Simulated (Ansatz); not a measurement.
# ScTeN3 (model cell, started as cubic perovskite with Te in the octahedra): a soft mode frozen in, part 2 of 2

Wanted: the energy along a soft mode of ScTeN3 (model cell, started as cubic perovskite with Te in the octahedra) and the structure at the end.

Ansatz 0.2.0; DFT PBEsol, scalar-relativistic, plane waves, PAW; PAW set soft_1.

So far, highest frequency on the path or at a solved wavevector (cm⁻¹): step 2 (phonons on a q mesh) 985. Also lowest frequency on the path (cm⁻¹): step 2 -463.

The structure was built from a prototype and need not be the compound's stable phase.

### 3. The mode frozen in, largest atomic shift 0 Å

The mode followed lies at q = (0.25, -0.5, -0.5) with frequency 415.6i cm⁻¹, one of the unstable modes though not the softest. At small amplitude the distorted cell has space group no. 140 by a symmetry search on the positions. The undistorted cell that holds it gives the zero of energy on the same k mesh.

System of this step: ScTeN3 (model cell, started as cubic perovskite with Te in the octahedra). It takes space group Pm-3m (No. 221, cubic). The conventional cell has a = 3.913 Å, b = 3.913 Å, c = 3.913 Å, α = 90.00°, β = 90.00°, γ = 90.00°. Sc has 12 N at 2.77 Å and 8 Te at 3.39 Å nearest. Nearest to Te lie 6 N at 1.96 Å and 8 Sc at 3.39 Å. Nearest to N lie 2 Te at 1.96 Å and 4 Sc at 2.77 Å. Nearest to N lie 2 Te at 1.96 Å and 4 Sc at 2.77 Å. Farther neighbours and most contacts between anions are not listed.

The input, input.yaml:

```yaml
crystal:
  lattice:
    - [0.0, -3.9131533689, -3.9131533689]
    - [0.0, -3.9131533689, 3.9131533689]
    - [-7.8263067378, -3.9131533689, 0.0]
  atoms:
    - { symbol: Sc, position: [0.75, 0.75, 0.5] }
    - { symbol: Sc, position: [0.25, 0.25, 0.5] }
    - { symbol: Sc, position: [0.5, 0.5, 1.0] }
    - { symbol: Sc, position: [0.0, 0.0, 1.0] }
    - { symbol: Te, position: [0.375, 0.875, 0.25] }
    - { symbol: Te, position: [0.875, 0.375, 0.25] }
    - { symbol: Te, position: [0.125, 0.625, 0.75] }
    - { symbol: Te, position: [0.625, 0.125, 0.75] }
    - { symbol: "N", position: [0.125, 0.125, 0.25] }
    - { symbol: "N", position: [0.625, 0.625, 0.25] }
    - { symbol: "N", position: [0.875, 0.875, 0.75] }
    - { symbol: "N", position: [0.375, 0.375, 0.75] }
    - { symbol: "N", position: [0.125, 0.625, 0.25] }
    - { symbol: "N", position: [0.625, 0.125, 0.25] }
    - { symbol: "N", position: [0.875, 0.375, 0.75] }
    - { symbol: "N", position: [0.375, 0.875, 0.75] }
    - { symbol: "N", position: [0.5, 0.0, 0.0] }
    - { symbol: "N", position: [0.0, 0.5, 0.0] }
    - { symbol: "N", position: [0.25, 0.75, 0.5] }
    - { symbol: "N", position: [0.75, 0.25, 0.5] }
kpoints:
  mp_grid: { grid: [8, 8, 8] }
hamiltonian:
  xc: pbesol
  pseudopotentials: { kind: paw, azcp: { folder: soft_1 }, xc_functional: pbe }
scf:
  occupations: { method: methfessel_paxton, width: 0.2 }
output:
  forces: true
  stress: true
  eigenvalues: true
```

Launch:

```console
$ ansatz run input.yaml --threads 8 --pin off --max-ram 16384MiB --backend cpu --events-out ev --progress --plain --runs-dir out
```

Numbers of over 12 decimals in the logs are rounded to 6 here.

The log of the run:

```text
[...]
Crystal: 20 atoms, lattice volume = 239.685 Å³
Basis set: ecut = 420 eV, 4675 PW (Γ), exchange–correlation on 80×80×120 points (8 copies of the dense FFT grid, shifted against one another)
Bands: 104, of which v1, the nominal top of the filled ones, is band 84 counted from 1 (83 counted from 0)
Symmetry: 64 space group operations
[...]
k-points: 59 of 512
[...]
k-point 0: bands = [... 80 lower, 11.8738, 11.8738, 11.8738, 13.0834, 13.0834, 13.7838, 13.7838, 14.2282, ... 16 higher]
  k-point 1: bands = [... 80 lower, 11.4325, 12.3571, 12.3571, 13.0053, 13.1694, 13.8152, 13.8924, 14.2333, ... 16 higher]
  k-point 2: bands = [... 80 lower, 11.4689, 12.8066, 12.8066, 12.9444, 13.2507, 13.9054, 14.1626, 14.2297, ... 16 higher]
  k-point 58: bands = [... 80 lower, 11.1450, 11.1450, 12.6494, 12.6494, 14.5866, 14.5866, 14.6812, 14.6812, ... 16 higher]
[key lines of the parts left out:]
SCF converged after 8 iterations
Free energy (F): -40583.717614 eV
Fermi energy:    12.896022 eV
P = ⅓ Tr σ = 0.1847 GPa (1.847 kbar)
```

The job ended after 16 s (8 threads of AMD EPYC 7R32 (Zen 2), shared host; peak memory 2 GiB; 2 min of CPU time).

Numbers from this step:

```yaml
pressure: 0.1847 GPa
energy_from_the_undistorted_cell: 0 meV/atom
```

The run ends at a pressure of 0.18 GPa.

### 4. The mode frozen in, largest atomic shift 0.6 Å

The atoms are moved along the unstable eigenvector, the largest shift by 0.6 Å, with the cell fixed.

input.yaml: that of step 3 with these lines changed.

```diff
@@ -14,10 +14,10 @@
     - { symbol: Te, position: [0.625, 0.125, 0.75] }
-    - { symbol: "N", position: [0.125, 0.125, 0.25] }
-    - { symbol: "N", position: [0.625, 0.625, 0.25] }
-    - { symbol: "N", position: [0.875, 0.875, 0.75] }
-    - { symbol: "N", position: [0.375, 0.375, 0.75] }
-    - { symbol: "N", position: [0.125, 0.625, 0.25] }
-    - { symbol: "N", position: [0.625, 0.125, 0.25] }
-    - { symbol: "N", position: [0.875, 0.375, 0.75] }
-    - { symbol: "N", position: [0.375, 0.875, 0.75] }
+    - { symbol: "N", position: [0.2016645137, 0.2016645137, 0.25] }
+    - { symbol: "N", position: [0.5483354863, 0.5483354863, 0.25] }
+    - { symbol: "N", position: [0.7983354863, 0.7983354863, 0.75] }
+    - { symbol: "N", position: [0.4516645137, 0.4516645137, 0.75] }
+    - { symbol: "N", position: [0.0483354863, 0.7016645137, 0.25] }
+    - { symbol: "N", position: [0.7016645137, 0.0483354863, 0.25] }
+    - { symbol: "N", position: [0.9516645137, 0.2983354863, 0.75] }
+    - { symbol: "N", position: [0.2983354863, 0.9516645137, 0.75] }
     - { symbol: "N", position: [0.5, 0.0, 0.0] }
```

The log of the run:

```text
[...]
Crystal: 20 atoms, lattice volume = 239.685 Å³
Basis set: ecut = 420 eV, 4675 PW (Γ), exchange–correlation on 80×80×120 points (8 copies of the dense FFT grid, shifted against one another)
Bands: 104, of which v1, the nominal top of the filled ones, is band 84 counted from 1 (83 counted from 0)
Symmetry: 16 space group operations
[...]
k-points: 59 of 512
[...]
k-point 0: bands = [... 80 lower, 11.8926, 11.8926, 12.0708, 12.0708, 12.1923, 14.0585, 14.4679, 14.4679, ... 16 higher]
  k-point 1: bands = [... 80 lower, 12.0269, 12.0269, 12.0898, 12.0898, 12.2561, 14.0872, 14.5110, 14.5110, ... 16 higher]
  k-point 2: bands = [... 80 lower, 12.0136, 12.0136, 12.3904, 12.3904, 12.4382, 14.1347, 14.4223, 14.6103, ... 16 higher]
  k-point 58: bands = [... 80 lower, 11.7291, 11.7291, 12.0894, 12.0894, 14.1327, 14.1327, 14.4278, 14.4278, ... 16 higher]
[key lines of the parts left out:]
SCF converged after 9 iterations
Free energy (F): -40589.568505 eV
Fermi energy:    12.680841 eV
P = ⅓ Tr σ = -5.0317 GPa (-50.317 kbar)
```

It took 16 s on 8 threads; peak memory 2 GiB.

Numbers from this step:

| Quantity | Value |
| --- | --- |
| pressure | -5.032 GPa |
| energy from the undistorted cell | -292.7 meV/atom |

The energy, extrapolated to zero smearing, is -292.69 meV/atom against the undistorted cell.

The run ends at a pressure of -5.03 GPa, with forces up to 0.61 eV/Å.

### 5. Energy along the mode, all amplitudes (two of the runs are shown above)

An imaginary frequency means negative curvature, so the energy should fall and then rise again as anharmonic terms take over.

Numbers from this step:

* depth at the lowest point sampled: 292.7 meV/atom
* largest atomic shift at that point: 0.6 Å

Energy from the parent against largest atomic shift:

```tsv
largest atomic shift (Å)	energy from the parent (meV/atom)
0.000	0
0.040	-2.76
0.080	-10.9
0.140	-32.6
0.220	-75.7
0.320	-142
0.450	-227
0.600	-293
```

Displacement at unit largest shift by atom:

```tsv
atom	x (Å)	y (Å)	z (Å)	size
Sc1	0.00	0.00	0.00	0.00
Sc2	0.00	0.00	0.00	0.00
Sc3	0.00	0.00	0.00	0.00
Sc4	0.00	0.00	0.00	0.00
Te5	0.00	0.00	0.00	0.00
Te6	0.00	0.00	0.00	0.00
Te7	0.00	0.00	0.00	0.00
Te8	0.00	0.00	0.00	0.00
N9	0.00	-1.00	0.00	1.00
N10	0.00	1.00	0.00	1.00
N11	0.00	1.00	0.00	1.00
N12	0.00	-1.00	0.00	1.00
N13	0.00	0.00	1.00	1.00
N14	0.00	0.00	-1.00	1.00
N15	0.00	0.00	-1.00	1.00
N16	0.00	0.00	1.00	1.00
N17	0.00	0.00	0.00	0.00
N18	0.00	0.00	0.00	0.00
N19	0.00	0.00	0.00	0.00
N20	0.00	0.00	0.00	0.00
```

The lowest of the steps tried is the last one, at 0.6 Å, 293 meV/atom below the parent; the bottom of the well need not coincide with a step.

### 6. Relaxation from the frozen mode

Starting from the lowest point found, all atoms and the cell are let go, so that strain and other modes of the same symmetry can join in.

input.yaml: that of step 4 with these lines changed.

```diff
@@ -37 +37,6 @@
   eigenvalues: true
+relax:
+  adjacent_minimum: "off"
+  f_tol: 0.002
+  max_steps: 120
+  cell: { stress_tol: 0.03 }
```

The log of the run:

```text
[...]
Crystal: 20 atoms, lattice volume = 239.685 Å³
Basis set: ecut = 420 eV, 4675 PW (Γ), exchange–correlation on 80×80×120 points (8 copies of the dense FFT grid, shifted against one another)
Bands: 104, of which v1, the nominal top of the filled ones, is band 84 counted from 1 (83 counted from 0)
Symmetry: 16 space group operations
[...]
k-points: 59 of 512
[...]
SCF iter   1: F=—  HF=-40598.041816 eV  |F-HF|=—  |Δ(HF+E_count)|=         —  Δρ=9.38e-2  dr2=2.70e1  ethr=3.10e-3  ⟨swp⟩=5.1  Hψ=24511  notcnv=0
[...]
SCF iter   9: F=-40589.568505 eV  HF=-40589.568505 eV  |F-HF|=4.32e-8  |Δ(HF+E_count)|=   1.14e-8  S|Δr|=    0.00e0  Δρ=2.37e-6  dr2=5.50e-8  ethr=5.95e-11  ⟨swp⟩=13.2  Hψ=32529  notcnv=0
SCF 1 converged in 9 iterations: F = -40589.568505 eV  dr2 = 5.50e-8
[...]
relax step   1: F+E_penalty+E_count = -40589.56850476 eV  Δ(F+E_penalty+E_count) = +0.000e0 eV  max|allowed force component| = 6.060e-1 eV/Å  Δτ_max = 0.0000 Å  P = -5.032 GPa  Ω = 239.685 Å³  (9 SCF iters, dr2 threshold 1.00e-7 eV, accepted)
Crystal: 20 atoms, lattice volume = 227.257 Å³
Basis set: ecut = 420 eV, 4435 PW (Γ), exchange–correlation on 80×80×120 points (8 copies of the dense FFT grid, shifted against one another)
[...]
SCF iter   7: F=-40590.095471 eV  HF=-40590.095472 eV  |F-HF|=1.14e-6  |Δ(HF+E_count)|=   6.25e-7  S|Δr|=    0.00e0  Δρ=2.86e-5  dr2=1.80e-6  ethr=1.19e-9  ⟨swp⟩=10.1  Hψ=29886  notcnv=0
SCF 2 converged in 7 iterations: F = -40590.095471 eV  dr2 = 1.80e-6
[...]
relax step   2: F+E_penalty+E_count = -40590.09547101 eV  Δ(F+E_penalty+E_count) = -5.270e-1 eV  max|allowed force component| = 5.584e-1 eV/Å  Δτ_max = 0.1319 Å  P = +4.041 GPa  Ω = 227.257 Å³  energy of the carried Pulay correction = +2.524e-2 eV  (7 SCF iters, dr2 threshold 2.00e-6 eV, accepted)
Crystal: 20 atoms, lattice volume = 231.813 Å³
Basis set: ecut = 420 eV, 4507 PW (Γ), exchange–correlation on 80×80×120 points (8 copies of the dense FFT grid, shifted against one another)
[...]
SCF iter   7: F=-40590.228944 eV  HF=-40590.228946 eV  |F-HF|=1.50e-6  |Δ(HF+E_count)|=   7.49e-7  S|Δr|=    0.00e0  Δρ=1.56e-5  dr2=1.85e-6  ethr=1.19e-9  ⟨swp⟩=6.3  Hψ=29029  notcnv=0
SCF 3 converged in 7 iterations: F = -40590.228944 eV  dr2 = 1.85e-6
relax step   3: F+E_penalty+E_count = -40590.22894408 eV  Δ(F+E_penalty+E_count) = -1.335e-1 eV  max|allowed force component| = 5.611e-2 eV/Å  Δτ_max = 0.0453 Å  P = -0.139 GPa  Ω = 231.813 Å³  energy of the carried Pulay correction = +1.583e-2 eV  (7 SCF iters, dr2 threshold 2.00e-6 eV, accepted)
[...]
relax step   4: F+E_penalty+E_count = -40590.24244992 eV  Δ(F+E_penalty+E_count) = -1.351e-2 eV  max|allowed force component| = 2.776e-2 eV/Å  Δτ_max = 0.0020 Å  P = -0.107 GPa  Ω = 231.589 Å³  energy of the carried Pulay correction = +1.629e-2 eV  (5 SCF iters, dr2 threshold 2.00e-6 eV, accepted)
[...]
relax step   5: F+E_penalty+E_count = -40590.24567522 eV  Δ(F+E_penalty+E_count) = -3.225e-3 eV  max|allowed force component| = 4.787e-3 eV/Å  Δτ_max = 0.0018 Å  P = +0.029 GPa  Ω = 231.305 Å³  energy of the carried Pulay correction = +1.687e-2 eV  (6 SCF iters, dr2 threshold 1.33e-6 eV, accepted)
[...]
relax step   6: F+E_penalty+E_count = -40590.24559928 eV  Δ(F+E_penalty+E_count) = +7.595e-5 eV  max|allowed force component| = 2.037e-3 eV/Å  Δτ_max = 0.0002 Å  P = -0.003 GPa  Ω = 231.345 Å³  energy of the carried Pulay correction = +1.679e-2 eV  (7 SCF iters, dr2 threshold 4.26e-9 eV, accepted)
[...]
relax step   7: F+E_penalty+E_count = -40590.24560675 eV  Δ(F+E_penalty+E_count) = -7.475e-6 eV  max|allowed force component| = 1.133e-3 eV/Å  Δτ_max = 0.0001 Å  P = -0.001 GPa  Ω = 231.341 Å³  energy of the carried Pulay correction = +1.680e-2 eV  (7 SCF iters, dr2 threshold 2.59e-10 eV, accepted)
[...]
relax step   8: F+E_penalty+E_count = -40590.23656318 eV  Δ(F+E_penalty+E_count) = +9.044e-3 eV  max|allowed force component| = 1.096e-3 eV/Å  Δτ_max = 0.0000 Å  P = -0.067 GPa  Ω = 231.341 Å³  stress off target by 1.34e-1 GPa  SCF on the basis re-selected at this cell (its energy is not comparable with the rows above)  (7 SCF iters)
[...]
relax step   9: F+E_penalty+E_count = -40590.23684772 eV  Δ(F+E_penalty+E_count) = -2.845e-4 eV  max|allowed force component| = 4.410e-4 eV/Å  Δτ_max = 0.0002 Å  P = +0.001 GPa  Ω = 231.244 Å³  energy of the carried Pulay correction = +1.962e-4 eV  (5 SCF iters, dr2 threshold 4.47e-8 eV, accepted)
[...]
SCF iter   6: F=-40590.236533 eV  HF=-40590.236533 eV  |F-HF|=2.18e-11  |Δ(HF+E_count)|=  6.55e-11  S|Δr|=    0.00e0  Δρ=8.36e-8  dr2=2.96e-11  ethr=1.00e-12  ⟨swp⟩=6.1  Hψ=25710  notcnv=0
SCF 10 converged in 6 iterations: F = -40590.236533 eV  dr2 = 2.96e-11
relax step  10: F+E_penalty+E_count = -40590.23653281 eV  Δ(F+E_penalty+E_count) = +3.149e-4 eV  max|allowed force component| = 4.284e-4 eV/Å  Δτ_max = 0.0000 Å  P = -0.001 GPa  Ω = 231.244 Å³  stress off target by 1.44e-3 GPa  SCF on the basis re-selected at this cell (its energy is not comparable with the rows above)  (6 SCF iters)
[...]
SCF converged after 6 iterations
[...]
Free energy (F): -40590.236533 eV
[...]
Internal energy: -40590.249904 eV  (E = F + TS)
E sigma→0 (E₀):  -40590.239876 eV
Entropy (-TS):   0.013371 eV (0.669 meV/atom)
Fermi energy:    13.223311 eV
[...]
--- Forces (eV/Å), atoms counted from 1 ---
  atom   1  Sc     0.00000000     0.00000000    -0.00000000
  atom   2  Sc    -0.00000000    -0.00000000     0.00000000
  atom   3  Sc     0.00000000     0.00000000    -0.00000000
  atom   4  Sc     0.00000000     0.00000000    -0.00000000
  atom   5  Te     0.00035614    -0.00000000    -0.00000000
  atom   6  Te     0.00035614    -0.00000000    -0.00000000
  atom   7  Te    -0.00035614     0.00000000     0.00000000
  atom   8  Te    -0.00035614     0.00000000     0.00000000
  atom   9  N     -0.00006537    -0.00042844    -0.00000000
  atom  10  N     -0.00006537     0.00042844     0.00000000
  atom  11  N      0.00006537     0.00042844     0.00000000
  atom  12  N      0.00006537    -0.00042844    -0.00000000
  atom  13  N     -0.00006537     0.00000000     0.00042844
  atom  14  N     -0.00006537     0.00000000    -0.00042844
  atom  15  N      0.00006537    -0.00000000    -0.00042844
  atom  16  N      0.00006537    -0.00000000     0.00042844
  atom  17  N      0.00000000     0.00000000     0.00000000
  atom  18  N      0.00000000    -0.00000000     0.00000000
  atom  19  N     -0.00000000     0.00000000     0.00000000
  atom  20  N      0.00000000    -0.00000000    -0.00000000
  max |Σ_I F_I| component: 1.34e-17 eV/Å
--- Stress (GPa, compression-positive) ---
        0.000942      -0.000000      -0.000000
       -0.000000      -0.001437      -0.000000
       -0.000000      -0.000000      -0.001437
  P = ⅓ Tr σ = -0.0006 GPa (-0.006 kbar)
--- Band table (eV; the first three rows and the last of 59) ---
  k-point 0: bands = [... 80 lower, 12.6220, 12.6220, 12.9661, 12.9661, 13.0489, 14.5791, 14.9826, 15.0935, ... 16 higher]
  k-point 1: bands = [... 80 lower, 12.6787, 12.6787, 12.9636, 12.9636, 13.1168, 14.5821, 14.9904, 15.1418, ... 16 higher]
  k-point 2: bands = [... 80 lower, 12.8331, 12.8331, 13.0182, 13.0182, 13.3055, 14.5593, 15.0408, 15.1370, ... 16 higher]
  k-point 58: bands = [... 80 lower, 12.4937, 12.4937, 12.8002, 12.8002, 14.7362, 14.7362, 15.0010, 15.0010, ... 16 higher]
--- Relaxed structure (8 steps of the walk, 8 accepted, 2 SCFs on fresh bases) ---
  F+E_penalty+E_count = -40590.23653281 eV   max|allowed force component| = 4.284e-4 eV/Å   (the final SCF, on the basis selected at the relaxed cell)
  cell:  # Å, volume = 231.2437 Å³
    - [0, -3.800366, -3.800366]
    - [0, -3.800366, 3.800366]
    - [-8.005509, -3.800366, 0]
  atoms:
    - { symbol: Sc, position: [0.75, 0.75, 0.5] }
    - { symbol: Sc, position: [0.25, 0.25, 0.5] }
    - { symbol: Sc, position: [0.5, 0.5, 1.0] }
    - { symbol: Sc, position: [0, 0, 1.0] }
    - { symbol: Te, position: [0.374478, 0.874478, 0.251044] }
    - { symbol: Te, position: [0.874478, 0.374478, 0.251044] }
    - { symbol: Te, position: [0.125522, 0.625522, 0.748956] }
    - { symbol: Te, position: [0.625522, 0.125522, 0.748956] }
    - { symbol: N, position: [0.211885, 0.211885, 0.251159] }
    - { symbol: N, position: [0.536956, 0.536956, 0.251159] }
    - { symbol: N, position: [0.788115, 0.788115, 0.748841] }
    - { symbol: N, position: [0.463044, 0.463044, 0.748841] }
    - { symbol: N, position: [0.036956, 0.711885, 0.251159] }
    - { symbol: N, position: [0.711885, 0.036956, 0.251159] }
    - { symbol: N, position: [0.963044, 0.288115, 0.748841] }
    - { symbol: N, position: [0.288115, 0.963044, 0.748841] }
    - { symbol: N, position: [0.5, 0.0, 0] }
    - { symbol: N, position: [0.0, 0.5, 0] }
    - { symbol: N, position: [0.25, 0.75, 0.5] }
    - { symbol: N, position: [0.75, 0.25, 0.5] }
```

It took 3.2 min on 8 threads; peak memory 2.1 GiB; 24 min of CPU time.

Relaxation path:

```tsv
step	energy less that of the first step (eV)	largest force component (eV/Å)	pressure (GPa)	volume (Å³)
1	0.0000	0.6060	-5.03	239.68
2	-0.5270	0.5584	4.04	227.26
3	-0.6604	0.0561	-0.14	231.81
4	-0.6739	0.0278	-0.11	231.59
5	-0.6772	0.0048	0.03	231.30
6	-0.6771	0.0020	0.00	231.34
7	-0.6771	0.0011	0.00	231.34
8*	-0.6681	0.0011	-0.07	231.34
9	-0.6683	0.0004	0.00	231.24
10*	-0.6680	0.0004	0.00	231.24
```

Relaxation steps marked * repeat the geometry before them on a plane-wave basis chosen anew for their cell, so energy and pressure can jump there.

The run keeps the 16 symmetry operations that it works with, so distortions that break them were not tested.

```tsv
conventional cell, symmetrised	before	after	change
a (Å)	5.534	5.375	-2.9 %
b (Å)	5.534	5.375	-2.9 %
c (Å)	15.653	16.011	+2.3 %
volume (Å³/atom)	11.98	11.56	-3.5 %
```

The atoms that moved most (Å, as changes of fractional coordinates times the final cell):

```tsv
atom	dx	dy	dz	length
N11	0.009	0.082	0.000	0.083
N12	0.009	-0.082	0.000	0.083
N10	-0.009	0.082	0.000	0.083
N16	0.009	0.000	0.082	0.083
N14	-0.009	0.000	-0.082	0.083
N13	-0.009	0.000	0.082	0.083
N15	0.009	0.000	-0.082	0.083
N9	-0.009	-0.082	0.000	0.083
```

The relaxed structure:

```xyz
20
Lattice="0.0000 -3.8004 -3.8004 0.0000 -3.8004 3.8004 -8.0055 -3.8004 0.0000" Properties=species:S:1:pos:R:3 pbc="T T T"
Sc   -4.0028   -7.6007    0.0000
Sc   -4.0028   -3.8004    0.0000
Sc   -8.0055   -7.6007    0.0000
Sc   -8.0055   -3.8004    0.0000
Te   -2.0097   -5.7005    1.9002
Te   -2.0097   -5.7005   -1.9002
Te   -5.9958   -5.7005    1.9002
Te   -5.9958   -5.7005   -1.9002
N    -2.0107   -2.5650    0.0000
N    -2.0107   -5.0358    0.0000
N    -5.9949   -8.8361    0.0000
N    -5.9949   -6.3653    0.0000
N    -2.0107   -3.8004    2.5650
N    -2.0107   -3.8004   -2.5650
N    -5.9949   -7.6007   -2.5650
N    -5.9949   -7.6007    2.5650
N     0.0000   -1.9002   -1.9002
N     0.0000   -1.9002    1.9002
N    -4.0028   -5.7005    1.9002
N    -4.0028   -5.7005   -1.9002
```

Numbers from this step:

```yaml
pressure: -6.44e-4 GPa
volume_per_atom: 11.56 Å³
```

The distorted start has space group I4/mcm; the relaxation ends in I4/mcm.

### 7. The phases reached

The phases reached along the modes that were followed are set side by side.

Energies are those of the first relaxation, on the mesh of the frozen mode; space group, volume and gap are those of the last relaxation. Phases, by row:

```tsv
mode frozen in	space group	energy from parent (meV/atom)	volume (Å³/atom)	gap on mesh (eV)	lowest zone-centre optical mode (cm⁻¹)	largest shift (Å)
parent	Pm-3m	0	11.98	0	–	–
q = (-0.5, -0.5, -0.5), 463i cm⁻¹	I4/mcm	-349.9	11.51	0.063	-320.4	0.671
q = (-0.5, -0.5, -0.5), 463i cm⁻¹	R-3c	-508.4	11.57	0.84	-271.7	0.647
q = (-0.5, -0.5, -0.5), 463i cm⁻¹	Imma	-519	11.68	0.203	-253.1	0.724
q = (0.25, -0.5, -0.5), 416i cm⁻¹	I4/mcm	-326.2	11.56	0	–	0.665
```

### 8. What came out

```yaml
unstable_mode_of_the_parent: q = (0.25, -0.5, -0.5), 416i cm⁻¹
depth_at_the_lowest_point_sampled: 293 meV/atom
largest_atomic_shift_at_that_point: 0.6 Å
space_group_reached_within_0p01_a: I4/mcm
energy_gained_over_the_parent_first_relaxation_on_the_mesh_of_the_frozen_mode: 326 meV/atom
volume_per_atom_phase_reached: 11.6 Å³
```

**Reading.** Along this mode the structure falls into I4/mcm, 326 meV/atom below the parent. At the parent's cell the well is 292.7 meV/atom deep on the steps tried, with its lowest point at a shift of 0.6 Å. That is the last step tried, so the steps alone don't bracket the bottom of the well. Relaxing atoms and cell changes the gain by +33.52 meV/atom against the lowest step (energies at zero smearing). The modes of the phase reached were not computed on this path. Of the 4 patterns followed to their end from this parent, this one ends 193 meV/atom above the lowest, Imma. Each path keeps the symmetry of its pattern, so a lower phase may lie along a pattern not tried. With no gap, or one that is small against the smearing, the frequencies hang on the k mesh and the smearing, most of all near Kohn anomalies. Spin-orbit coupling is left out, which can matter for the heavy elements here. The PAW files were made for PBE and serve the other functionals too. A phonon run warned that its eigensolver left some bands unconverged in a pass. The starting cell was built on a prototype and not taken from a measurement, so the phase need not exist.

[Logs are printed without paths, hosts, clocks, repeated set-up lines and the standing remarks that a program may print on its own settings, such as how far it seeks lower states.]

[Hosts, paths, dates, database ids (printed as entryN), source tags and the programs' standing remarks are cut or masked in the printed files.]
